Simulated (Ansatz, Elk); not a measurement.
# Mg2CrCu2: X-ray structure factors from the self-consistent density, part 2 of 2

Structure refinements treat a crystal as free atoms side by side. For a made-up structure of Mg2CrCu2 (cell and positions from a PBEsol relaxation) the runs below show what the calculated density changes in F(hkl).

Elk 11.2.3 (patched build); all-electron DFT.

So far: The structure; Ground state and structure factors; The magnetisation density.

The structure was built from a prototype and need not be the compound's stable phase.

**4. The highest occupied states alone**

Level of this step: DFT, PBE, all-electron APW+lo, Dirac cores, scalar-relativistic bands, static density, ferromagnetic start (Elk).

An energy window below the Fermi level keeps the highest occupied states, to see at which angles they scatter; shallow core shells can lie inside it and anion s states outside. No new self-consistency is needed.

File elk.in:

```
tasks
  195

xctype
  20

spinpol
  .true.

rgkmax
  7.0

gmaxvr
  14.0

lmaxo
  7

lmaxapw
  8

swidth
  0.002

tshift
  .false.

ramdisk
  .false.

hmaxvr
  5.5

maxscl
  120

epspot
  1e-06

reducebf
  0.8

wsfac
  -0.349200 0.502040

sppath
  './'

avec
  -3.90769054613 4.84158233786 7.12782622497
  3.90769054613 -4.84158233786 7.12782622497
  3.90769054613 4.84158233786 -7.12782622497

atoms
  3
  'Cu.in'
  2
  0.2693871322 0.5000000000 0.7693871322   0.000000 0.000000 0.000000
  0.7306128678 0.5000000000 0.2306128678   0.000000 0.000000 0.000000
  'Cr.in'
  1
  0.0000000000 0.0000000000 0.0000000000   0.000000 0.000000 -0.155000
  'Mg.in'
  2
  0.6985507383 0.1985507383 0.5000000000   0.000000 0.000000 0.000000
  0.3014492617 0.8014492617 0.5000000000   0.000000 0.000000 0.000000

ngridk
  6 6 6
```

Command:

```
$ OMP_NUM_THREADS=4 elk
```

Numbers of over 12 decimals in the logs are rounded to 6 here.

The program printed:

```text
┌─────────────────────────────────┐
│ Elk code version 11.2.3 started │
└─────────────────────────────────┘

Info(readinput): the functional depends on the density's gradient
 muffin-tin radial points multiplied by    2.00000
 (not where nrmtscf is given)

┌────────────────────┐
│ Current task : 195 │
└────────────────────┘
Info(checkmt): changed muffin-tin radius of species 1 (Cu) from   2.4000 to   2.2081

Info(sfacrho): density structure factors written to SFACRHO.OUT

 Energy window :  -0.3492000000      0.5020400000

┌──────────────────┐
│ Elk code stopped │
└──────────────────┘
```

The job ended after 8.7 s (4 threads of Intel Xeon at 2.60GHz (Ice Lake), shared host; peak memory 0.24 GiB; 15 s of CPU time).

States within 15 eV below the Fermi level hold 32.00 electrons; any levels below the window count with the cores. Their amplitudes can exceed the total, where window and core parts have opposite phase:

```tsv
hkl	sin θ/λ (Å⁻¹)	abs F, window	abs F, all
011	0.118	1.420	8.240
002	0.133	20.190	56.691
101	0.138	13.113	24.874
110	0.155	4.559	6.837
020	0.195	10.946	9.798
112	0.204	3.741	37.145
013	0.222	0.408	25.650
103	0.233	9.781	40.575
022	0.236	9.391	38.708
121	0.239	12.981	63.995
```

**5. Another functional**

The difference from free atoms is small, so it is set against the change that LDA (Perdew-Wang) makes.

elk.in, as its differences from that of step 4:

```diff
@@ -1,6 +1,8 @@
 tasks
+  0
   195
+  196
 
 xctype
-  20
+  3
 
@@ -42,5 +44,2 @@
 
-wsfac
-  -0.349200 0.502040
-
 sppath
```

Command:

```
$ OMP_NUM_THREADS=4 elk
```

The program printed:

```text
┌─────────────────────────┐
│ Elk code version 11.2.3 │
└─────────────────────────┘

All units are atomic (Hartree, Bohr, etc.)

┌─────────────────────────────────────────────────┐
│ Ground-state run starting from atomic densities │
└─────────────────────────────────────────────────┘

Lattice vectors :
  -3.907690546       4.841582338       7.127826225
   3.907690546      -4.841582338       7.127826225
   3.907690546       4.841582338      -7.127826225

Reciprocal lattice vectors :
  0.1471439490E-16  0.6488772542      0.4407504552
[...]
error                       :   0.1055355814E-02

Moments :
 interstitial                :   0.3069310965
 muffin-tins
  species : 1 (Cu)
[...]
species : 2 (Cr)
[...]
species : 3 (Mg)
   atom 1                    :  -0.1219439075E-01
   atom 2                    :  -0.1219439075E-01
 total in muffin-tins        :    3.363533303
 total moment                :    3.670464399

┌──────────────────────────────┐
│ Self-consistent loop stopped │
└──────────────────────────────┘

Warning : core states of species 1 leak from the muffin-tin :   0.4752360878E-03

Wrote STATE.OUT
[key lines of the parts left out:]
total energy                :     -4752.8167418453
```

It took 4.5 min on 4 threads; peak memory 0.27 GiB; 16 min of CPU time.

Against the first run R = 0.08 %; the largest change is -0.076 at 040. The moment goes from 3.81 to 3.67 μB.

**6. A coarser k-mesh**

About half the k-points along each axis test the sampling.

elk.in, as its differences from that of step 5:

```diff
@@ -6,3 +6,3 @@
 xctype
-  3
+  20
 
@@ -67,2 +67,2 @@
 ngridk
-  6 6 6
+  3 3 3
```

Command:

```
$ OMP_NUM_THREADS=4 elk
```

The program printed:

```text
┌─────────────────────────┐
│ Elk code version 11.2.3 │
└─────────────────────────┘

All units are atomic (Hartree, Bohr, etc.)

┌─────────────────────────────────────────────────┐
│ Ground-state run starting from atomic densities │
└─────────────────────────────────────────────────┘

Lattice vectors :
  -3.907690546       4.841582338       7.127826225
   3.907690546      -4.841582338       7.127826225
   3.907690546       4.841582338      -7.127826225

Reciprocal lattice vectors :
  0.1471439490E-16  0.6488772542      0.4407504552
[...]
error                       :   0.9924235086E-03

Moments :
 interstitial                :  -0.3640710903E-01
 muffin-tins
  species : 1 (Cu)
[...]
species : 2 (Cr)
[...]
species : 3 (Mg)
   atom 1                    :  -0.4836375842E-01
   atom 2                    :  -0.4836375842E-01
 total in muffin-tins        :    3.052486024
 total moment                :    3.016078915

┌──────────────────────────────┐
│ Self-consistent loop stopped │
└──────────────────────────────┘

Warning : core states of species 1 leak from the muffin-tin :   0.4559143307E-03

Wrote STATE.OUT
[key lines of the parts left out:]
total energy                :     -4761.5676656001
```

Wall time 1.7 min (4 threads); peak memory 0.46 GiB.

Against the first run R = 0.02 %; the largest change is +0.024 at 020. The moment goes from 3.81 to 3.02 μB.

**7. Settings against the effect**

```tsv
run	R against the first run (%)	R against neutral atoms, low angle (%)	wall time
PBE, rgkmax 7	0.00	1.46	6.4 min
LDA (Perdew-Wang)	0.08	1.47	4.5 min
k-mesh 3×3×3	0.02	1.48	1.7 min
```

**8. What came out**

| Property | Result |
| --- | --- |
| R against neutral atoms, sin θ/λ < 0.3 Å⁻¹ | 1.46 % |
| R against neutral atoms, 0.3 to 0.69 Å⁻¹ | 0.46 % |

In words: Independent neutral atoms miss the calculated amplitudes by R = 1.46 % below 0.3 Å⁻¹ and 0.46 % from there to 0.69 Å⁻¹; by shells, 0.46 % below 0.15 Å⁻¹ (3 forms), 1.60 % 0.15 to 0.3 (11 forms), 0.64 % 0.3 to 0.45 (31 forms), 0.39 % above 0.45 (104 forms). Bonding, aspherical density and the tables' own atoms all enter these figures, and the runs don't part them. The largest change of an amplitude is -1.15 electrons, at 200. The magnetic order is that of the start. No other order was tried here, and an antiferromagnetic one would change or move the magnetic intensity. The window's part falls from 32.0 electrons at the origin to at most 5.30 between 0.45 and 0.69 Å⁻¹, where compact states inside the window still scatter. Below 0.3 Å⁻¹ the changes that finished (LDA (Perdew-Wang) and k-mesh 3×3×3) move F by R = 0.03 % at most, against the 1.46 % that separates it from free atoms. The magnetic factors move by R = 3.1 % (LDA (Perdew-Wang)) and 5.8 % (k-mesh 3×3×3), so they aren't settled to better than that. The basis has no finished test. Part of the difference isn't bonding: the tables are fits to free atoms and ions calculated by other methods than this functional. Thermal motion, anomalous dispersion and extinction are left out.

[Logs are printed without paths, hosts, clocks, repeated set-up lines and the standing remarks that a program may print on its own settings, such as how far it seeks lower states.]

[Hosts, paths, dates, database ids (printed as entryN), source tags and the programs' standing remarks are cut or masked in the printed files.]
